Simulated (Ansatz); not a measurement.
# SiC (Moissanite, P6_3mc): zone-centre modes against carrier density

Aim: how far do free carriers move the optical modes of SiC (Moissanite, P6_3mc)?

Calculated with Ansatz 0.2.0; DFT LDA, scalar-relativistic, plane waves, PAW; PAW set soft_1.

## (1) Starting point

The structure is hexagonal, space group P6_3mc (No. 186). Conventional cell: a = 3.076 Å, b = 3.076 Å, c = 5.048 Å, α = 90.00°, β = 90.00°, γ = 120.00°. Nearest to C lie 4 Si at 1.87 to 1.94 Å. Si has 4 C at 1.87 to 1.94 Å nearest. Farther neighbours are not listed.

Structure file:

```cif
data_structure
_symmetry_space_group_name_H-M 'P 1'
_symmetry_Int_Tables_number 1
_cell_length_a 3.0760
_cell_length_b 3.0760
_cell_length_c 5.0480
_cell_angle_alpha 90.000
_cell_angle_beta 90.000
_cell_angle_gamma 120.000
_cell_volume 41.36
loop_
_atom_site_label
_atom_site_type_symbol
_atom_site_fract_x
_atom_site_fract_y
_atom_site_fract_z
_atom_site_occupancy
C1 C 0.33333 0.66667 0.38500 1
C2 C 0.66667 0.33333 0.88500 1
Si3 Si 0.33333 0.66667 0.00000 1
Si4 Si 0.66667 0.33333 0.50000 1
```

## (2) A rough relaxation first

A rough relaxation comes first, because large forces or stress need no tight tolerances yet.

Contents of input.yaml:

```yaml
crystal:
  lattice:
    - [3.076, 0.0, 0.0]
    - [-1.538, 2.663894142, 0.0]
    - [0.0, 0.0, 5.048]
  atoms:
    - { symbol: C, position: [0.33333333, 0.66666667, 0.385] }
    - { symbol: C, position: [0.66666667, 0.33333333, 0.885] }
    - { symbol: Si, position: [0.33333333, 0.66666667, 0.0] }
    - { symbol: Si, position: [0.66666667, 0.33333333, 0.5] }
kpoints:
  mp_grid: { grid: [9, 9, 4] }
hamiltonian:
  xc: lda
  pseudopotentials: { kind: paw, azcp: { folder: soft_1 }, xc_functional: pbe }
scf:
  occupations: { method: gaussian, width: 0.1 }
output:
  forces: true
  stress: true
  eigenvalues: true
relax:
  adjacent_minimum: "off"
  f_tol: 0.05
  max_steps: 80
  cell: { stress_tol: 0.5 }
```

Launch:

```bash
ansatz run input.yaml --threads 8 --pin off --max-ram 16384MiB --backend cpu --events-out ev --progress --plain --runs-dir out
```

Numbers of over 12 decimals in the logs are rounded to 6 here.

Output:

```text
The last accepted step is kept in <dir> (removed where the run ends without a failure and the disk answers)
Engine: ansatz 0.2.0, aarch64-unknown-linux-gnu
Pseudopotentials: kind: paw
Pseudopotential: C, paw, valence charge 4, recommended cutoff 420 eV (normal), soft_1/C.paw.azcp
Pseudopotential: Si, paw, valence charge 4, recommended cutoff 420 eV (normal), soft_1/Si.paw.azcp
Functional definition: SPW92
[...]
cell:  # Å, volume = 40.5796 Å³
    - [3.056684, 0.0, 0]
    - [-1.528342, 2.647166, 0]
    - [0, 0, 5.015059]
  atoms:
    - { symbol: C, position: [0.333333, 0.666667, 0.380437] }
    - { symbol: C, position: [0.666667, 0.333333, 0.880437] }
    - { symbol: Si, position: [0.333333, 0.666667, 0.00456301] }
    - { symbol: Si, position: [0.666667, 0.333333, 0.504563] }
[key lines of the parts left out:]
SCF converged after 4 iterations
Free energy (F): -1704.401506 eV
Fermi energy:    10.706527 eV
P = ⅓ Tr σ = 0.0037 GPa (0.037 kbar)
```

Wall time 1.6 s (8 threads of Arm Neoverse V2, shared host); peak memory 0.34 GiB.

Relaxation path:

| step | energy less that of the first step (eV) | largest force component (eV/Å) | pressure (GPa) | volume (Å³) |
| --- | --- | --- | --- | --- |
| 1 | 0.0000 | 0.7317 | -3.97 | 41.36 |
| 2 | -0.0293 | 0.4338 | -1.82 | 40.95 |
| 3 | -0.0421 | 0.1659 | 1.22 | 40.38 |
| 4 | -0.0464 | 0.0018 | 0.04 | 40.58 |
| 5* | -0.0455 | 0.0017 | 0.00 | 40.58 |

Relaxation steps marked * repeat the geometry before them on a plane-wave basis chosen anew for their cell, so energy and pressure can jump there.

The run keeps the 12 symmetry operations that it works with, so distortions that break them were not tested.

| conventional cell, symmetrised | before | after | change |
| --- | --- | --- | --- |
| a (Å) | 3.076 | 3.057 | -0.6 % |
| b (Å) | 3.076 | 3.057 | -0.6 % |
| c (Å) | 5.048 | 5.015 | -0.7 % |
| volume (Å³/atom) | 10.34 | 10.14 | -1.9 % |

The atoms that moved most (Å, as changes of fractional coordinates times the final cell):

| atom | dx | dy | dz | length |
| --- | --- | --- | --- | --- |
| C2 | 0.000 | 0.000 | -0.023 | 0.023 |
| Si4 | 0.000 | 0.000 | 0.023 | 0.023 |
| Si3 | 0.000 | 0.000 | 0.023 | 0.023 |
| C1 | 0.000 | 0.000 | -0.023 | 0.023 |

The relaxed structure:

```cif
data_structure
_symmetry_space_group_name_H-M 'P 1'
_symmetry_Int_Tables_number 1
_cell_length_a 3.0567
_cell_length_b 3.0567
_cell_length_c 5.0151
_cell_angle_alpha 90.000
_cell_angle_beta 90.000
_cell_angle_gamma 120.000
_cell_volume 40.58
loop_
_atom_site_label
_atom_site_type_symbol
_atom_site_fract_x
_atom_site_fract_y
_atom_site_fract_z
_atom_site_occupancy
C1 C 0.33333 0.66667 0.38044 1
C2 C 0.66667 0.33333 0.88044 1
Si3 Si 0.33333 0.66667 0.00456 1
Si4 Si 0.66667 0.33333 0.50456 1
```

A gap read on the k-mesh alone can miss the band edges.

This step gave:

| Quantity | Value |
| --- | --- |
| pressure | 0.003655 GPa |
| gap on the k-mesh | 2.135 eV |
| volume per atom | 10.14 Å³ |

In this step the volume went from 10.34 to 10.14 Å³/atom.

## (3) Bringing the structure to rest

Harmonic phonons are second derivatives at a point where the forces vanish, and they are wanted at zero stress, so atoms and cell are relaxed first.

input.yaml, the sections that differ from step 2:

```yaml
crystal:
  lattice:
    - [3.0566838278, 0.0, 0.0]
    - [-1.5283419139, 2.6471658462, 0.0]
    - [0.0, 0.0, 5.0150589008]
  atoms:
    - { symbol: C, position: [0.3333333333, 0.6666666667, 0.3804369883] }
    - { symbol: C, position: [0.6666666667, 0.3333333333, 0.8804369883] }
    - { symbol: Si, position: [0.3333333333, 0.6666666667, 0.0045630117] }
    - { symbol: Si, position: [0.6666666667, 0.3333333333, 0.5045630117] }
kpoints:
  mp_grid: { grid: [12, 12, 6] }
scf:
  occupations: { method: gaussian, width: 0.02 }
relax:
  adjacent_minimum: "off"
  f_tol: 0.005
  max_steps: 80
  cell: { stress_tol: 0.05 }
# hamiltonian, output: as in step 2
```

Output:

```text
[...]
Crystal: 4 atoms, lattice volume = 40.580 Å³
Basis set: ecut = 420 eV, 785 PW (Γ)
Bands: 12, of which v1, the nominal top of the filled ones, is band 8 counted from 1 (7 counted from 0)
Symmetry: 12 space group operations
[...]
k-points: 76 of 864 (time reversal used)
[...]
--- Relaxed structure (2 steps of the walk, 2 accepted, 1 SCFs on fresh bases) ---
[...]
cell:  # Å, volume = 40.5799 Å³
    - [3.056307, 0.0, 0]
    - [-1.528154, 2.646840, 0]
    - [0.0, 0, 5.016329]
  atoms:
    - { symbol: C, position: [0.333333, 0.666667, 0.380397] }
    - { symbol: C, position: [0.666667, 0.333333, 0.880397] }
    - { symbol: Si, position: [0.333333, 0.666667, 0.00460291] }
    - { symbol: Si, position: [0.666667, 0.333333, 0.504603] }
[key lines of the parts left out:]
SCF converged after 4 iterations
Free energy (F): -1704.401406 eV
Fermi energy:    10.705829 eV
P = ⅓ Tr σ = 0.0027 GPa (0.027 kbar)
```

The job ended after 1.7 s (8 threads; peak memory 0.4 GiB; 11 s of CPU time).

Little changed from the start: no atom moved by 0.005 Å and no cell edge by 0.1 %.

Numbers from this step:

```yaml
pressure: 0.002704 GPa
gap_on_the_k_mesh: 2.130 eV
```

In this step the volume went from 10.14 to 10.14 Å³/atom.

## (4) Tight relaxation

Phonons need small forces and stress, so the relaxation is finished with tight tolerances on 12×12×6 k points.

input.yaml, the sections that differ from step 3:

```yaml
crystal:
  lattice:
    - [3.0563073515, 0.0, 0.0]
    - [-1.5281536757, 2.6468398081, 0.0]
    - [0.0, 0.0, 5.0163292115]
  atoms:
    - { symbol: C, position: [0.3333333333, 0.6666666667, 0.380397095] }
    - { symbol: C, position: [0.6666666667, 0.3333333333, 0.880397095] }
    - { symbol: Si, position: [0.3333333333, 0.6666666667, 0.004602905] }
    - { symbol: Si, position: [0.6666666667, 0.3333333333, 0.504602905] }
scf:
  occupations: { method: fixed }
relax:
  adjacent_minimum: "off"
  f_tol: 0.001
  max_steps: 60
  cell: { stress_tol: 0.01 }
# kpoints, hamiltonian, output: as in step 3
```

Output:

```text
[...]
Crystal: 4 atoms, lattice volume = 40.580 Å³
Basis set: ecut = 420 eV, 785 PW (Γ)
Bands: 12, of which v1, the nominal top of the filled ones, is band 8 counted from 1 (7 counted from 0)
Symmetry: 12 space group operations
[...]
k-points: 76 of 864 (time reversal used)
[...]
--- Relaxed structure (2 steps of the walk, 2 accepted, 1 SCFs on fresh bases) ---
[...]
cell:  # Å, volume = 40.5801 Å³
    - [3.056432, -2.886872299741186e-11, 0]
    - [-1.528216, 2.646948, 0]
    - [0.0, 0.0, 5.015947]
  atoms:
    - { symbol: C, position: [0.333333, 0.666667, 0.380408] }
    - { symbol: C, position: [0.666667, 0.333333, 0.880408] }
    - { symbol: Si, position: [0.333333, 0.666667, 0.00459217] }
    - { symbol: Si, position: [0.666667, 0.333333, 0.504592] }
[key lines of the parts left out:]
SCF converged after 4 iterations
Free energy (F): -1704.401407 eV
Fermi energy:    9.640155 eV
P = ⅓ Tr σ = 0.0012 GPa (0.012 kbar)
```

Wall time 1.6 s (8 threads); peak memory 0.39 GiB.

Little changed from the start: no atom moved by 0.005 Å and no cell edge by 0.1 %.

This step gave:

```
pressure          : 0.001230 GPa
gap on the k-mesh : 2.132 eV
volume per atom   : 10.15 Å³
```

The largest force component left is 0.61 meV/Å and the pressure is 0.001 GPa, within the tolerances set. The cell now holds 10.15 Å³/atom.

## (5) Relaxation of a member: no carriers

The cell of the neutral crystal is kept with no carriers. The bands are sampled on 26×26×15 points with Fermi-Dirac filling of 0.03 eV.

input.yaml, the sections that differ from step 4:

```yaml
crystal:
  lattice:
    - [3.0564320001, 0.0, 0.0]
    - [-1.528216, 2.646947757, 0.0]
    - [0.0, 0.0, 5.0159470803]
  atoms:
    - { symbol: C, position: [0.3333333333, 0.6666666667, 0.3804078269] }
    - { symbol: C, position: [0.6666666667, 0.3333333333, 0.8804078269] }
    - { symbol: Si, position: [0.3333333333, 0.6666666667, 0.0045921731] }
    - { symbol: Si, position: [0.6666666667, 0.3333333333, 0.5045921731] }
kpoints:
  mp_grid: { grid: [26, 26, 15] }
scf:
  occupations: { method: fermi_dirac, width: 0.03 }
relax:
  adjacent_minimum: "off"
  f_tol: 0.001
  max_steps: 60
# hamiltonian, output: as in step 4
```

Output:

```text
[...]
--- Relaxed structure (2 steps of the walk, 2 accepted, 0 SCFs on fresh bases) ---
  F+E_penalty+E_count = -1704.40141667 eV   max|allowed force component| = 6.596e-4 eV/Å
  atoms:
    - { symbol: C, position: [0.333333, 0.666667, 0.380408] }
    - { symbol: C, position: [0.666667, 0.333333, 0.880408] }
    - { symbol: Si, position: [0.333333, 0.666667, 0.0045921731] }
    - { symbol: Si, position: [0.666667, 0.333333, 0.504592] }
[key lines of the parts left out:]
SCF converged after 3 iterations
Free energy (F): -1704.401417 eV
Fermi energy:    10.733935 eV
P = ⅓ Tr σ = 0.0012 GPa (0.012 kbar)
```

Wall time 6.5 s (8 threads); peak memory 0.67 GiB; 49 s of CPU time.

Hardly anything moved in the relaxation; the energy changed by under 0.2 meV an atom.

The largest force component left is 0.66 meV/Å.

## (6) Zone-centre modes of the member: no carriers

Phonons follow from the second derivative of the energy, found here by linear response.

The zone-centre modes follow for no carriers.

Edit input.yaml of step 5 so:

```diff
@@ -18,8 +18,4 @@
 output:
-  forces: true
-  stress: true
   eigenvalues: true
-relax:
-  adjacent_minimum: "off"
-  f_tol: 0.001
-  max_steps: 60
+phonons:
+  method: dfpt
```

Output:

```text
[...]
Crystal: 4 atoms, lattice volume = 40.580 Å³
Basis set: ecut = 420 eV, 785 PW (Γ), exchange–correlation on 48×48×72 points (8 copies of the dense FFT grid, shifted against one another)
Bands: 12, of which v1, the nominal top of the filled ones, is band 8 counted from 1 (7 counted from 0)
Symmetry: 12 space group operations
k-points: 2640 of 10140 (irreducible under 2 space group operations, time reversal used)
[...]
SCF iter   1: F=—  HF=-1707.609013 eV  |F-HF|=—  |Δ(HF+E_count)|=         —  Δρ=1.42e-1  dr2=9.81e0  ethr=3.10e-3  ⟨swp⟩=6.0  Hψ=231248  notcnv=0
[...]
SCF iter   9: F=-1704.401418 eV  HF=-1704.401418 eV  |F-HF|=9.09e-13  |Δ(HF+E_count)|=  4.05e-11  Δρ=4.83e-8  dr2=6.56e-13  ethr=1.00e-12  ⟨swp⟩=4.9  Hψ=164651  notcnv=0
the search or the solves at the SCF's close seem to have found levels that the self-consistency loop had missed (the run counts 12). By its estimate they hold under 1e-12 electrons; where the run keeps them, the occupations were computed again with them
SCF 1 converged in 9 iterations: F = -1704.401418 eV  dr2 = 6.56e-13
[...]
DFPT response loops at Γ: preconditioner auto → Resta (q_TF=auto, 2.336 Å⁻¹)  ε∞=5.3 (no band partly filled); β = 1.00, the filter's whole step (`scf.mixing.beta` (0.50) is not read by the response loops at its default; to damp them type it under 1.00, their step now; it binds the ground state too); Broyden in place of MSR1
SCF converged after 9 iterations
Free energy (F): -1704.401418 eV
[...]
Internal energy: -1704.401418 eV  (E = F + TS)
E sigma→0 (E₀):  -1704.401418 eV
Fermi energy:    10.733939 eV
[...]
--- Band table (eV; the first three rows and the last of 2640) ---
  k-point 0: bands = [... 4 lower, 8.3135, 9.5267, 9.6401, 9.6401, 14.5563, 16.0396, 16.3138, 16.3138]
  k-point 1: bands = [... 4 lower, 8.3259, 9.4003, 9.6231, 9.6231, 14.5762, 16.1315, 16.3197, 16.3197]
  k-point 2: bands = [... 4 lower, 8.3627, 9.0445, 9.5733, 9.5733, 14.6356, 16.3401, 16.3401, 16.3847]
  k-point 2639: bands = [... 4 lower, 4.2674, 4.8122, 6.6396, 7.0228, 12.7726, 16.2634, 17.0891, 17.8654]
--- Phonons (Γ-DFPT): 4 representative perturbations + reference, on 2640 of 10140 k-points (Σ response iterations 12) ---
  k mesh reduced under 2 symmetry operations, with k and −k counted as one. Each operation leaves every solved perturbation unchanged. A smaller set is not used because it would not reduce the number of displacements times k-points to solve
  ASR residual: 2.725e-5 → 0.000e0 eV/Å²; symmetrization residual: 1.007e-6 eV/Å²
  ASR residual per site (eV/Å²): 2.73e-5 2.73e-5 9.32e-6 9.32e-6
  Γ frequencies (cm⁻¹): 0.00 0.00 0.00 257.97 257.97 599.32 767.89 767.89 771.25 801.32 801.32 841.08
  non-analytic LO–TO correction: not included (Born effective charges unavailable; polar crystals: no LO–TO splitting at Γ)
```

It took 67 s on 8 threads; peak memory 4 GiB; 7.8 min of CPU time.

The column dr2 measures how far the density is from self-consistency, as an energy; F and HF (Harris–Foulkes) agree once it is small.

This step gave:

```
sum-rule residual before enforcement                    : 2.73e-5 eV/Å²
point group                                             : 6mm
highest optical mode at the zone centre (no LO-TO term) : 841.1 cm⁻¹
lowest optical zone-centre mode                         : 258.0 cm⁻¹
```

Without the LO-TO term. Patterns of degenerate modes are one choice out of their space. The modes at Γ (shares of kinetic energy by element, %):

| mode | frequency (cm⁻¹) | symmetry | C % | Si % |
| --- | --- | --- | --- | --- |
| 1 | 0.0 | acoustic | 30 | 70 |
| 2 | 0.0 | acoustic | 30 | 70 |
| 3 | 0.0 | acoustic | 30 | 70 |
| 4 | 258.0 | E2 | 26 | 74 |
| 5 | 258.0 | E2 | 26 | 74 |
| 6 | 599.3 | B1 | 0 | 100 |
| 7 | 767.9 | E2 | 74 | 26 |
| 8 | 767.9 | E2 | 74 | 26 |
| 9 | 771.2 | A1 | 70 | 30 |
| 10 | 801.3 | E1 | 70 | 30 |
| 11 | 801.3 | E1 | 70 | 30 |
| 12 | 841.1 | B1 | 100 | 0 |

Displacements in mode 4 (258.0 cm⁻¹), the largest set to 1:
```
C1   0.92  0.00  0.00
C2  -0.92  0.00  0.00
Si3 -1.00  0.00  0.00
Si4  1.00  0.00  0.00
```

Displacements in mode 9 (771.2 cm⁻¹), the largest set to 1:
```
C1   0.00  0.00  1.00
C2   0.00  0.00  1.00
Si3  0.00  0.00 -0.43
Si4  0.00  0.00 -0.43
```

Without the LO-TO term the lowest optical mode is real, 258 cm⁻¹, and the highest lies at 841.1 cm⁻¹.

## (7) Relaxation of a member: 15 × 10²⁰ electrons per cm³

The cell of the neutral crystal is kept with 15 × 10²⁰ electrons per cm³, balanced by a uniform background. The bands are sampled on 26×26×15 points with Fermi-Dirac filling of 0.03 eV.

Edit input.yaml of step 6 so:

```diff
@@ -10,2 +10,3 @@
     - { symbol: Si, position: [0.6666666667, 0.3333333333, 0.5045921731] }
+total_charge: -0.06087
 kpoints:
@@ -18,4 +19,8 @@
 output:
+  forces: true
+  stress: true
   eigenvalues: true
-phonons:
-  method: dfpt
+relax:
+  adjacent_minimum: "off"
+  f_tol: 0.001
+  max_steps: 60
```

Output:

```text
[...]
Crystal: 4 atoms, lattice volume = 40.580 Å³
Basis set: ecut = 420 eV, 785 PW (Γ)
Bands: 13, of which v1, the nominal top of the filled ones, is band 8 counted from 1 (7 counted from 0)
Symmetry: 12 space group operations
[...]
k-points: 560 of 10140 (time reversal used)
[...]
--- Relaxed structure (4 steps of the walk, 4 accepted, 0 SCFs on fresh bases) ---
  F+E_penalty+E_count = -1703.65882695 eV   max|allowed force component| = 9.772e-4 eV/Å
  atoms:
    - { symbol: C, position: [0.333333, 0.666667, 0.379793] }
    - { symbol: C, position: [0.666667, 0.333333, 0.879793] }
    - { symbol: Si, position: [0.333333, 0.666667, 0.00520668] }
    - { symbol: Si, position: [0.666667, 0.333333, 0.505207] }
[key lines of the parts left out:]
SCF converged after 3 iterations
Free energy (F): -1703.658827 eV
Fermi energy:    12.429508 eV
P = ⅓ Tr σ = -1.5611 GPa (-15.611 kbar)
```

It took 12 s on 8 threads; peak memory 0.69 GiB.

Hardly anything moved in the relaxation; the energy changed by under 0.2 meV an atom.

The largest force component left is 0.98 meV/Å.

## (8) Zone-centre modes of the member: 15 × 10²⁰ electrons per cm³

The zone-centre modes follow for 15 × 10²⁰ electrons per cm³.

input.yaml, the sections that differ from step 7:

```yaml
crystal:
  lattice:
    - [3.0564320001, 0.0, 0.0]
    - [-1.528216, 2.646947757, 0.0]
    - [0.0, 0.0, 5.0159470803]
  atoms:
    - { symbol: C, position: [0.3333333333, 0.6666666667, 0.3797933189] }
    - { symbol: C, position: [0.6666666667, 0.3333333333, 0.8797933189] }
    - { symbol: Si, position: [0.3333333333, 0.6666666667, 0.0052066811] }
    - { symbol: Si, position: [0.6666666667, 0.3333333333, 0.5052066811] }
output:
  eigenvalues: true
phonons:
  method: dfpt
# total_charge, kpoints, hamiltonian, scf: as in step 7
# relax: removed
```

Output:

```text
[...]
Crystal: 4 atoms, lattice volume = 40.580 Å³
Basis set: ecut = 420 eV, 785 PW (Γ), exchange–correlation on 48×48×72 points (8 copies of the dense FFT grid, shifted against one another)
Bands: 13, of which v1, the nominal top of the filled ones, is band 8 counted from 1 (7 counted from 0)
Symmetry: 12 space group operations
k-points: 2640 of 10140 (irreducible under 2 space group operations, time reversal used)
[...]
k-point 1: bands = [... 4 lower, 8.3155, 9.3492, 9.6164, 9.6164, 14.5544, 16.1136, 16.3019, 16.3019, ... 1 higher]
  k-point 2: bands = [... 4 lower, 8.3524, 8.9959, 9.5663, 9.5663, 14.6139, 16.3223, 16.3223, 16.3638, ... 1 higher]
  k-point 2639: bands = [... 4 lower, 4.2375, 4.7997, 6.6340, 6.9831, 12.7258, 16.2443, 17.0720, 17.8536, ... 1 higher]
[...]
ASR residual: 4.740e-5 → 0.000e0 eV/Å²; symmetrization residual: 2.477e-6 eV/Å²
  ASR residual per site (eV/Å²): 1.75e-5 1.75e-5 4.74e-5 4.74e-5
[...]
[key lines of the parts left out:]
SCF converged after 8 iterations
Free energy (F): -1703.658828 eV
Fermi energy:    12.429508 eV
```

Wall time 70 s (8 threads); peak memory 4 GiB; 8.1 min of CPU time.

Numbers from this step:

- sum-rule residual before enforcement: 4.74e-5 eV/Å²
- highest optical mode at the zone centre (no LO-TO term): 841.5 cm⁻¹
- lowest optical zone-centre mode: 252.2 cm⁻¹

Without the LO-TO term. Patterns of degenerate modes are one choice out of their space. The modes at Γ (shares of kinetic energy by element, %):

| mode | frequency (cm⁻¹) | symmetry | C % | Si % |
| --- | --- | --- | --- | --- |
| 1 | 0.0 | acoustic | 30 | 70 |
| 2 | 0.0 | acoustic | 30 | 70 |
| 3 | 0.0 | acoustic | 30 | 70 |
| 4 | 252.2 | E2 | 27 | 73 |
| 5 | 252.2 | E2 | 27 | 73 |
| 6 | 602.5 | B1 | 0 | 100 |
| 7 | 758.2 | E2 | 73 | 27 |
| 8 | 758.2 | E2 | 73 | 27 |
| 9 | 767.9 | A1 | 70 | 30 |
| 10 | 792.9 | E1 | 70 | 30 |
| 11 | 792.9 | E1 | 70 | 30 |
| 12 | 841.5 | B1 | 100 | 0 |

Without the LO-TO term the lowest optical mode is real, 252 cm⁻¹, and the highest lies at 841.5 cm⁻¹.

(Continued in part 2 of 2.)

[Logs are printed without paths, hosts, clocks, repeated set-up lines and the standing remarks that a program may print on its own settings, such as how far it seeks lower states.]

[Hosts, paths, dates, database ids (printed as entryN), source tags and the programs' standing remarks are cut or masked in the printed files.]
